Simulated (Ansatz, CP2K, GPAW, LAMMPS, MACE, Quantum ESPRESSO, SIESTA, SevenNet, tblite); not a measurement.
# What went wrong? CP2K on glassy 70P2O5-10Al2O3-20CaO (mol %) (58 atoms)

Program: CP2K 2026.2, a calculation on a cell of 14 P, 2 Al, 2 Ca and 40 O, 14.0 Å³ an atom.

The input, input.inp:

```
&GLOBAL
  PROJECT cell
  RUN_TYPE ENERGY_FORCE
  PRINT_LEVEL LOW
&END GLOBAL
&FORCE_EVAL
  METHOD QS
  STRESS_TENSOR ANALYTICAL
  &DFT
    BASIS_SET_FILE_NAME BASIS_MOLOPT
    POTENTIAL_FILE_NAME GTH_POTENTIALS
    &MGRID
      CUTOFF 600
      REL_CUTOFF 50
      NGRIDS 5
    &END MGRID
    &QS
      EPS_DEFAULT 1.0E-12
    &END QS
    &SCF
      SCF_GUESS ATOMIC
      EPS_SCF 1.0E-06
      MAX_SCF 60
      ADDED_MOS 14
      &DIAGONALIZATION
        ALGORITHM STANDARD
      &END DIAGONALIZATION
      &SMEAR ON
        METHOD FERMI_DIRAC
        ELECTRONIC_TEMPERATURE [K] 580
      &END SMEAR
      &MIXING
        METHOD BROYDEN_MIXING
        ALPHA 0.3
        NBROYDEN 8
      &END MIXING
      &PRINT
        &RESTART OFF
        &END RESTART
      &END PRINT
    &END SCF
    &XC
      &XC_FUNCTIONAL PBE
      &END XC_FUNCTIONAL
    &END XC
    &PRINT
      &MULLIKEN ON
      &END MULLIKEN
      &HIRSHFELD ON
        SHAPE_FUNCTION DENSITY
      &END HIRSHFELD
      &MO ON
        EIGENVALUES T
        OCCUPATION_NUMBERS T
        MO_INDEX_RANGE 157 180
        &EACH
          QS_SCF 0
        &END EACH
        ADD_LAST NUMERIC
      &END MO
    &END PRINT
  &END DFT
  &SUBSYS
    &CELL
      A 9.33176 0.00000 0.00000
      B 0.00000 9.33176 0.00000
      C 0.00000 0.00000 9.33176
    &END CELL
    &COORD
      P 8.97099 5.21141 0.39641
      P 2.28423 1.99214 0.95623
      P 9.13038 2.51314 8.50917
      P 4.82265 8.29789 4.67335
      P 3.46768 5.52020 4.83926
      P 1.68513 8.27914 1.51828
      P 5.76451 4.24026 6.63889
      P 6.69647 6.98660 1.44138
      P 7.65578 8.74022 5.78886
      P 5.85904 2.94660 2.65685
[... 44 atom lines left out ...]
      O 5.77356 1.19642 8.58494
      O 3.42074 4.78197 1.00671
      O 1.22321 8.16268 2.93027
      O 6.23016 8.58093 5.20292
    &END COORD
    &KIND P
      BASIS_SET DZVP-MOLOPT-SR-GTH-q5
      POTENTIAL GTH-PBE-q5
    &END KIND
    &KIND Al
      BASIS_SET QZV3P-MOLOPT-GTH
      POTENTIAL GTH-PBE-q3
    &END KIND
    &KIND Ca
      BASIS_SET DZVP-MOLOPT-SR-GTH-q10
      POTENTIAL GTH-PBE-q10
    &END KIND
    &KIND O
      BASIS_SET DZVP-MOLOPT-SR-GTH-q6
      POTENTIAL GTH-PBE-q6
    &END KIND
  &END SUBSYS
  &PRINT
    &FORCES ON
    &END FORCES
    &STRESS_TENSOR ON
    &END STRESS_TENSOR
  &END PRINT
&END FORCE_EVAL
```

On the command line:

```console
$ OMP_NUM_THREADS=2 cp2k.psmp -i input.inp > output.txt
```

What it wrote:

```text
CP2K| version string:                                       CP2K version 2026.2
 CP2K| Input file name                                                 input.inp
 GLOBAL| Basis set file name                                        BASIS_MOLOPT
 GLOBAL| Potential file name                                      GTH_POTENTIALS
 GLOBAL| Run type                                                   ENERGY_FORCE
 GLOBAL| Total number of message passing processes                             1
 GLOBAL| Number of threads for this process                                    2
 *   ___                                                                       *
 *  /   \                                                                      *
 * [ABORT]                                                                     *
 *  \___/  The requested basis set <QZV3P-MOLOPT-GTH> for element <Al> was not *
 *    |                 found in the basis set files <BASIS_MOLOPT>            *
 *  O/|                                                                        *
 * /| |                                                                        *
```

The job ended after 0.57 s (2 threads of Arm Neoverse V2, shared host; peak memory 0.15 GiB; 0.57 s of CPU time).

Banners, paths, timers and routine set-up lines are dropped from the logs unmarked, and long logs keep their key lines alone; longer cuts are marked.

Q: Find the fault and mend it.

A basis that the file lacks: basis QZV3P-MOLOPT-GTH for Al. Mend: name a basis that the basis file holds for this element.

The program stopped at the start.

[Also dropped from logs without a mark: logging warnings of Python, and SIESTA's first energy breakdown and zero terms.]

[Logs are printed without paths, hosts, clocks, repeated set-up lines and the standing remarks that a program may print on its own settings, such as how far it seeks lower states.]

[Hosts, paths, dates, database ids (printed as entryN), source tags and the programs' standing remarks are cut or masked in the printed files.]
